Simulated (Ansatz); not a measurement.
# CSO (R3m): the cell at rest

Aim: bring CSO (R3m) to small forces and stress, as phonons need.

Program: Ansatz 0.2.0. Level of theory: DFT PBEsol, scalar-relativistic, plane waves, norm-conserving pseudopotentials. Results are calculated unless marked as measured.

### 1. Set-up

It takes space group R3m (No. 160, trigonal). Conventional cell: a = 6.588 Å, b = 6.588 Å, c = 6.071 Å, α = 90.00°, β = 90.00°, γ = 120.00°. C has 1 O at 1.18 Å and 1 S at 1.56 Å nearest. S has 1 C at 1.56 Å nearest. Nearest to O lie 1 C at 1.18 Å. Farther neighbours and most contacts between anions are not listed.

### 2. A coarse first look

A quick single point on a coarse mesh tells whether the cell has a gap and how far it is from rest, which sets the k mesh and smearing that follow.

Contents of input.yaml:

```yaml
crystal:
  lattice:
    - [3.2939890256, 1.9017854507, 2.0235195782]
    - [-3.2939890256, 1.9017854507, 2.0235195782]
    - [0.0, -3.8035709013, 2.0235195782]
  atoms:
    - { symbol: C, position: [0.797703, 0.797703, 0.797703] }
    - { symbol: S, position: [0.541004, 0.541004, 0.541004] }
    - { symbol: O, position: [0.991493, 0.991493, 0.991493] }
kpoints:
  mp_grid: { grid: [6, 6, 6] }
hamiltonian:
  xc: pbesol
  pseudopotentials: { kind: nc }
scf:
  occupations: { method: gaussian, width: 0.1 }
output:
  forces: true
  stress: true
  eigenvalues: true
```

Command:

```console
$ ansatz run input.yaml --threads 4 --pin off --max-ram 7168MiB --backend cpu --events-out ev --progress --plain --runs-dir out
```

Numbers of over 12 decimals in the logs are rounded to 6 here.

The log of the run:

```text
Engine: ansatz 0.2.0, aarch64-unknown-linux-gnu
Pseudopotentials: kind: nc
Pseudopotential: C, nc, valence charge 4, recommended cutoff 1115.666836 eV (normal), C.nc.azcp (PseudoDojo's, or run here from an input of PseudoDojo's: the run reads no file of this project's for it)
[...]
--- Band table (eV; the first three rows and the last of 32) ---
  k-point 0: bands = [... 4 lower, -5.8908, -5.8117, -1.8968, -1.8968, 3.1792, 3.1792, 3.8571, 6.7922]
  k-point 1: bands = [... 4 lower, -5.8941, -5.8697, -1.9753, -1.8639, 3.2089, 3.2720, 4.3177, 6.7736]
  k-point 2: bands = [... 4 lower, -5.9636, -5.9007, -2.1219, -1.7968, 3.2677, 3.5589, 5.3388, 6.7424]
  k-point 31: bands = [... 4 lower, -6.2210, -6.2210, -2.2465, -2.2465, 3.9200, 3.9200, 5.8091, 7.8206]
[key lines of the parts left out:]
SCF converged after 9 iterations
Free energy (F): -910.931269 eV
Fermi energy:    0.689044 eV
P = ⅓ Tr σ = -0.7061 GPa (-7.061 kbar)
```

Elapsed: 3 s, on 4 threads of Arm Neoverse V1, shared host; peak memory 0.45 GiB.

Numbers from this step:

```
pressure           : -0.7061 GPa
gap on the k-mesh  : 4.905 eV
volume per atom    : 25.35 Å³
direct gap on mesh : 5.044 eV
```

The coarse mesh shows a gap of 4.90 eV and a pressure of -0.7 GPa.

### 3. Coarse relaxation

A rough relaxation comes first, because large forces or stress need no tight tolerances yet.

Edit input.yaml of step 2 so:

```diff
@@ -20 +20,6 @@
   eigenvalues: true
+relax:
+  adjacent_minimum: "off"
+  f_tol: 0.05
+  max_steps: 80
+  cell: { stress_tol: 0.5 }
```

The log of the run:

```text
[...]
Crystal: 3 atoms, lattice volume = 76.058 Å³
Basis set: ecut = 1142.878222 eV, 6671 PW (Γ), exchange–correlation on 96×96×96 points (8 copies of the dense FFT grid, shifted against one another)
Bands: 12, of which v1, the nominal top of the filled ones, is band 8 counted from 1 (7 counted from 0)
Symmetry: 6 space group operations
[...]
F+E_penalty+E_count = -910.93690031 eV   max|allowed force component| = 3.842e-2 eV/Å   (the final SCF, on the basis selected at the relaxed cell)
  cell:  # Å, volume = 75.0902 Å³
    - [3.285908, 1.897120, 2.007622]
    - [-3.285908, 1.897120, 2.007622]
    - [0, -3.794240, 2.007622]
  atoms:
    - { symbol: C, position: [0.798638, 0.798638, 0.798638] }
    - { symbol: S, position: [0.539377, 0.539377, 0.539377] }
    - { symbol: O, position: [0.992185, 0.992185, 0.992185] }
[key lines of the parts left out:]
SCF converged after 6 iterations
Free energy (F): -910.936900 eV
Fermi energy:    0.795585 eV
P = ⅓ Tr σ = 0.0191 GPa (0.191 kbar)
```

The job ended after 14 s (4 threads; peak memory 0.51 GiB; 54 s of CPU time).

Step by step:

```csv
step,energy less that of the first step (eV),largest force component (eV/Å),pressure (GPa),volume (Å³)
1,0.0000,1.0515,-0.71,76.06
2,-0.0051,0.2905,-0.08,75.59
3,-0.0057,0.0383,0.02,75.09
4*,-0.0056,0.0384,0.02,75.09
```

Relaxation steps marked * repeat the geometry before them on a plane-wave basis chosen anew for their cell, so energy and pressure can jump there.

The run keeps the 6 symmetry operations that it works with, so distortions that break them were not tested.

```
conventional cell, symmetrised  before  after  change
                         a (Å)   6.588  6.572  -0.2 %
                         b (Å)   6.588  6.572  -0.2 %
                         c (Å)   6.071  6.023  -0.8 %
              volume (Å³/atom)   25.35  25.03  -1.3 %
```

Final coordinates:

```xyz
3
Lattice="3.2859 1.8971 2.0076 -3.2859 1.8971 2.0076 0.0000 -3.7942 2.0076" Properties=species:S:1:pos:R:3 pbc="T T T"
C     0.0000    0.0000    4.8101
S     0.0000    0.0000    3.2486
O     0.0000    0.0000    5.9758
```

This step gave:

- pressure: 0.01905 GPa
- volume per atom: 25.03 Å³
- direct gap on mesh: 5.043 eV

In this step the volume went from 25.35 to 25.03 Å³/atom.

### 4. Relaxation

Harmonic phonons are second derivatives at a point where the forces vanish, and they are wanted at zero stress, so atoms and cell are relaxed first.

input.yaml, the sections that differ from step 3:

```yaml
crystal:
  lattice:
    - [3.2859082108, 1.8971199901, 2.0076220643]
    - [-3.2859082108, 1.8971199901, 2.0076220643]
    - [0.0, -3.7942399801, 2.0076220644]
  atoms:
    - { symbol: C, position: [0.7986380515, 0.7986380515, 0.7986380515] }
    - { symbol: S, position: [0.5393768522, 0.5393768522, 0.5393768522] }
    - { symbol: O, position: [0.9921850963, 0.9921850963, 0.9921850963] }
scf:
  occupations: { method: gaussian, width: 0.02 }
relax:
  adjacent_minimum: "off"
  f_tol: 0.005
  max_steps: 80
  cell: { stress_tol: 0.05 }
# kpoints, hamiltonian, output: as in step 3
```

The log of the run:

```text
[...]
Crystal: 3 atoms, lattice volume = 75.090 Å³
Basis set: ecut = 1142.878222 eV, 6599 PW (Γ), exchange–correlation on 96×96×96 points (8 copies of the dense FFT grid, shifted against one another)
Bands: 12, of which v1, the nominal top of the filled ones, is band 8 counted from 1 (7 counted from 0)
[... 1 set-up line as in the run before ...]
[...]
k-points: 32 of 216 (time reversal used)
[...]
SCF iter   1: F=—  HF=-911.863428 eV  |F-HF|=—  |Δ(HF+E_count)|=         —  Δρ=6.05e-2  dr2=2.52e0  ethr=3.10e-3  ⟨swp⟩=7.5  Hψ=3433  notcnv=0
[...]
SCF iter   9: F=-910.936900 eV  HF=-910.936900 eV  |F-HF|=1.37e-8  |Δ(HF+E_count)|=   4.37e-8  Δρ=6.22e-6  dr2=2.80e-8  ethr=6.25e-10  ⟨swp⟩=8.0  Hψ=2502  notcnv=0
SCF 1 converged in 9 iterations: F = -910.936900 eV  dr2 = 2.80e-8
relax step   1: F+E_penalty+E_count = -910.93690030 eV  Δ(F+E_penalty+E_count) = +0.000e0 eV  max|allowed force component| = 3.830e-2 eV/Å  Δτ_max = 0.0000 Å  P = +0.019 GPa  Ω = 75.090 Å³  (9 SCF iters, dr2 threshold 1.00e-7 eV, accepted)
Crystal: 3 atoms, lattice volume = 74.795 Å³
Basis set: ecut = 1142.878222 eV, 6575 PW (Γ), exchange–correlation on 96×96×96 points (8 copies of the dense FFT grid, shifted against one another)
[...]
SCF iter   5: F=-910.937055 eV  HF=-910.937055 eV  |F-HF|=8.54e-9  |Δ(HF+E_count)|=   1.70e-7  Δρ=1.30e-5  dr2=3.67e-8  ethr=5.73e-10  ⟨swp⟩=5.0  Hψ=2071  notcnv=0
SCF 2 converged in 5 iterations: F = -910.937055 eV  dr2 = 3.67e-8
relax step   2: F+E_penalty+E_count = -910.93705453 eV  Δ(F+E_penalty+E_count) = -1.542e-4 eV  max|allowed force component| = 1.761e-2 eV/Å  Δτ_max = 0.0033 Å  P = -0.019 GPa  Ω = 74.795 Å³  energy of the carried Pulay correction = +3.852e-5 eV  (5 SCF iters, dr2 threshold 9.17e-8 eV, accepted)
Crystal: 3 atoms, lattice volume = 73.754 Å³
Basis set: ecut = 1142.878222 eV, 6485 PW (Γ), exchange–correlation on 96×96×96 points (8 copies of the dense FFT grid, shifted against one another)
[...]
SCF iter   7: F=-910.937366 eV  HF=-910.937366 eV  |F-HF|=2.27e-10  |Δ(HF+E_count)|=   4.67e-9  Δρ=1.44e-6  dr2=8.28e-10  ethr=1.21e-10  ⟨swp⟩=6.3  Hψ=2002  notcnv=0
SCF 3 converged in 7 iterations: F = -910.937366 eV  dr2 = 8.28e-10
relax step   3: F+E_penalty+E_count = -910.93736563 eV  Δ(F+E_penalty+E_count) = -3.111e-4 eV  max|allowed force component| = 1.609e-2 eV/Å  Δτ_max = 0.0103 Å  P = -0.040 GPa  Ω = 73.754 Å³  energy of the carried Pulay correction = +1.755e-4 eV  (7 SCF iters, dr2 threshold 1.94e-8 eV, accepted)
[...]
relax step   4: F+E_penalty+E_count = -910.93739992 eV  Δ(F+E_penalty+E_count) = -3.430e-5 eV  max|allowed force component| = 9.738e-3 eV/Å  Δτ_max = 0.0006 Å  P = -0.022 GPa  Ω = 73.590 Å³  energy of the carried Pulay correction = +1.971e-4 eV  (5 SCF iters, dr2 threshold 1.77e-8 eV, accepted)
[...]
relax step   5: F+E_penalty+E_count = -910.93746013 eV  Δ(F+E_penalty+E_count) = -6.021e-5 eV  max|allowed force component| = 9.147e-3 eV/Å  Δτ_max = 0.0003 Å  P = +0.017 GPa  Ω = 73.287 Å³  energy of the carried Pulay correction = +2.374e-4 eV  (6 SCF iters, dr2 threshold 5.93e-9 eV, accepted)
[...]
relax step   6: F+E_penalty+E_count = -910.93748715 eV  Δ(F+E_penalty+E_count) = -2.702e-5 eV  max|allowed force component| = 3.141e-3 eV/Å  Δτ_max = 0.0012 Å  P = -0.003 GPa  Ω = 73.161 Å³  energy of the carried Pulay correction = +2.543e-4 eV  (5 SCF iters, dr2 threshold 1.04e-8 eV, accepted)
[...]
SCF iter   8: F=-910.937280 eV  HF=-910.937280 eV  |F-HF|=1.23e-11  |Δ(HF+E_count)|=  3.64e-12  Δρ=1.69e-7  dr2=1.95e-11  ethr=1.00e-12  ⟨swp⟩=7.0  Hψ=1984  notcnv=0
SCF 7 converged in 8 iterations: F = -910.937280 eV  dr2 = 1.95e-11
relax step   7: F+E_penalty+E_count = -910.93728048 eV  Δ(F+E_penalty+E_count) = +2.067e-4 eV  max|allowed force component| = 3.020e-3 eV/Å  Δτ_max = 0.0000 Å  P = -0.010 GPa  Ω = 73.161 Å³  stress off target by 1.20e-2 GPa  SCF on the basis re-selected at this cell (its energy is not comparable with the rows above)  (8 SCF iters)
[...]
SCF converged after 8 iterations
Free energy (F): -910.937280 eV
[...]
Internal energy: -910.937280 eV  (E = F + TS)
E sigma→0 (E₀):  -910.937280 eV
Fermi energy:    0.940661 eV
[...]
--- Forces (eV/Å), atoms counted from 1 ---
  atom   1  C      0.00000000    -0.00000000    -0.00291911
  atom   2  S     -0.00000000     0.00000000     0.00301979
  atom   3  O      0.00000000    -0.00000000    -0.00010024
  max |Σ_I F_I| component: 4.41e-7 eV/Å
--- Stress (GPa, compression-positive) ---
       -0.009065      -0.000000       0.000000
        0.000000      -0.009065      -0.000000
        0.000000      -0.000000      -0.012027
  P = ⅓ Tr σ = -0.0101 GPa (-0.101 kbar)
--- Band table (eV; the first three rows and the last of 32) ---
  k-point 0: bands = [... 4 lower, -5.7677, -5.5501, -1.6310, -1.6310, 3.4051, 3.4051, 4.1147, 7.0431]
  k-point 1: bands = [... 4 lower, -5.7712, -5.6503, -1.7259, -1.5971, 3.4444, 3.5144, 4.5949, 7.0291]
  k-point 2: bands = [... 4 lower, -5.7975, -5.7782, -1.9000, -1.5281, 3.5238, 3.8346, 5.6503, 7.0100]
  k-point 31: bands = [... 4 lower, -6.1134, -6.0866, -2.0467, -2.0467, 4.2228, 4.2228, 6.0492, 8.1024]
--- Relaxed structure (6 steps of the walk, 6 accepted, 1 SCFs on fresh bases) ---
[...]
cell:  # Å, volume = 73.1610 Å³
    - [3.257194, 1.880542, 1.990683]
    - [-3.257194, 1.880542, 1.990683]
    - [0, -3.761083, 1.990683]
  atoms:
    - { symbol: C, position: [0.798846, 0.798846, 0.798846] }
    - { symbol: S, position: [0.537259, 0.537259, 0.537259] }
    - { symbol: O, position: [0.994095, 0.994095, 0.994095] }
```

It took 23 s on 4 threads; peak memory 0.52 GiB; 91 s of CPU time.

Step by step:

```csv
step,energy less that of the first step (eV),largest force component (eV/Å),pressure (GPa),volume (Å³)
1,0.0000,0.0383,0.02,75.09
2,-0.0002,0.0176,-0.02,74.79
3,-0.0005,0.0161,-0.04,73.75
4,-0.0005,0.0097,-0.02,73.59
5,-0.0006,0.0091,0.02,73.29
6,-0.0006,0.0031,0.00,73.16
7*,-0.0004,0.0030,-0.01,73.16
```

Relaxation steps marked * repeat the geometry before them on a plane-wave basis chosen anew for their cell, so energy and pressure can jump there.

Forces are held to the 6 operations that the run works with; a distortion that breaks them can't arise in this run.

| conventional cell, symmetrised | before | after | change |
| --- | --- | --- | --- |
| a (Å) | 6.572 | 6.514 | -0.9 % |
| b (Å) | 6.572 | 6.514 | -0.9 % |
| c (Å) | 6.023 | 5.972 | -0.8 % |
| volume (Å³/atom) | 25.03 | 24.39 | -2.6 % |

The atoms that moved most (Å, as changes of fractional coordinates times the final cell):

| atom | dx | dy | dz | length |
| --- | --- | --- | --- | --- |
| S2 | 0.000 | 0.000 | -0.013 | 0.013 |
| O3 | 0.000 | 0.000 | 0.011 | 0.011 |

Final coordinates:

```xyz
3
Lattice="3.2572 1.8805 1.9907 -3.2572 1.8805 1.9907 0.0000 -3.7611 1.9907" Properties=species:S:1:pos:R:3 pbc="T T T"
C     0.0000    0.0000    4.7707
S     0.0000    0.0000    3.2085
O     0.0000    0.0000    5.9368
```

Numbers from this step:

```
pressure           : -0.01005 GPa
gap on the k-mesh  : 4.867 eV
volume per atom    : 24.39 Å³
direct gap on mesh : 5.013 eV
```

In this step the volume went from 25.03 to 24.39 Å³/atom.

### 5. Relaxing to small forces for the phonons

Phonons need a cell at rest on their own settings, so the relaxation is repeated with tight tolerances on forces and stress on the k mesh and occupations of the first response run.

input.yaml, the sections that differ from step 4:

```yaml
crystal:
  lattice:
    - [3.2571936699, 1.8805416421, 1.9906826954]
    - [-3.2571936699, 1.8805416421, 1.9906826954]
    - [0.0, -3.7610832842, 1.9906826955]
  atoms:
    - { symbol: C, position: [0.7988461305, 0.7988461305, 0.7988461305] }
    - { symbol: S, position: [0.5372588681, 0.5372588681, 0.5372588681] }
    - { symbol: O, position: [0.9940950014, 0.9940950014, 0.9940950014] }
scf:
  occupations: { method: fixed }
relax:
  adjacent_minimum: "off"
  f_tol: 0.001
  max_steps: 60
  cell: { stress_tol: 0.01 }
# kpoints, hamiltonian, output: as in step 4
```

The log of the run:

```text
[...]
Crystal: 3 atoms, lattice volume = 73.161 Å³
Basis set: ecut = 1142.878222 eV, 6431 PW (Γ), exchange–correlation on 96×96×96 points (8 copies of the dense FFT grid, shifted against one another)
Bands: 12, of which v1, the nominal top of the filled ones, is band 8 counted from 1 (7 counted from 0)
[... 1 set-up line as in the run before ...]
[...]
--- Relaxed structure (5 steps of the walk, 5 accepted, 1 SCFs on fresh bases) ---
[...]
cell:  # Å, volume = 72.8458 Å³
    - [3.250324, 1.876575, 1.990492]
    - [-3.250324, 1.876575, 1.990492]
    - [0, -3.753151, 1.990492]
  atoms:
    - { symbol: C, position: [0.798844, 0.798844, 0.798844] }
    - { symbol: S, position: [0.537243, 0.537243, 0.537243] }
    - { symbol: O, position: [0.994113, 0.994113, 0.994113] }
[key lines of the parts left out:]
SCF converged after 10 iterations
Free energy (F): -910.937291 eV
Fermi energy:    -1.465508 eV
P = ⅓ Tr σ = -0.0017 GPa (-0.017 kbar)
```

Run time: 20 s. Hardware: 4 threads; peak memory 0.52 GiB.

Step by step:

```
step  energy less that of the first step (eV)  largest force component (eV/Å)  pressure (GPa)  volume (Å³)
   1                                   0.0000                          0.0031           -0.01        73.16
   2                                   0.0000                          0.0017           -0.01        73.12
   3                                  -0.0001                          0.0041            0.01        72.83
   4                                  -0.0001                          0.0019            0.00        72.84
   5                                  -0.0001                          0.0002            0.00        72.85
  6*                                   0.0000                          0.0002            0.00        72.85
```

Relaxation steps marked * repeat the geometry before them on a plane-wave basis chosen anew for their cell, so energy and pressure can jump there.

The run keeps the 6 symmetry operations that it works with, so distortions that break them were not tested.

```csv
"conventional cell, symmetrised",before,after,change
a (Å),6.514,6.501,-0.2 %
b (Å),6.514,6.501,-0.2 %
c (Å),5.972,5.971,-0.0 %
volume (Å³/atom),24.39,24.28,-0.4 %
```

The relaxed structure:

```
C S O
1.0
     3.25032    1.87658    1.99049
    -3.25032    1.87658    1.99049
     0.00000   -3.75315    1.99049
C S O
1 1 1
Direct
  0.79884 0.79884 0.79884
  0.53724 0.53724 0.53724
  0.99411 0.99411 0.99411
```

Numbers from this step:

| Item | Value |
| --- | --- |
| pressure | -0.001702 GPa |
| gap on the k-mesh | 4.863 eV |
| volume per atom | 24.28 Å³ |
| direct gap on mesh | 5.011 eV |

The largest force component left is 0.24 meV/Å and the pressure is -0.002 GPa, within the tolerances set. The cell now holds 24.28 Å³/atom.

### 6. What came out

```yaml
space_group_after_relaxation_within_0p01_a: R3m
lattice_constant_a: 6.501 Å
lattice_constant_b: 6.501 Å
lattice_constant_c: 5.971 Å
volume_per_atom: 24.3 Å³
gap_on_the_k_mesh: 4.86 eV
```

**Reading.** The largest force component left is 0.24 meV/Å and the pressure is -0.002 GPa, within the tolerances set. The cell now holds 24.28 Å³/atom. The relaxation keeps the symmetry of its start, so it says nothing on stability against lower symmetry. Molecules or layers are held here by dispersion, which a functional without a dispersion term lacks, so the volume and the soft modes are poorly fixed (LDA binds such crystals far too tightly, GGAs too loosely).

[Logs are printed without paths, hosts, clocks, repeated set-up lines and the standing remarks that a program may print on its own settings, such as how far it seeks lower states.]

[Hosts, paths, dates, database ids (printed as entryN), source tags and the programs' standing remarks are cut or masked in the printed files.]
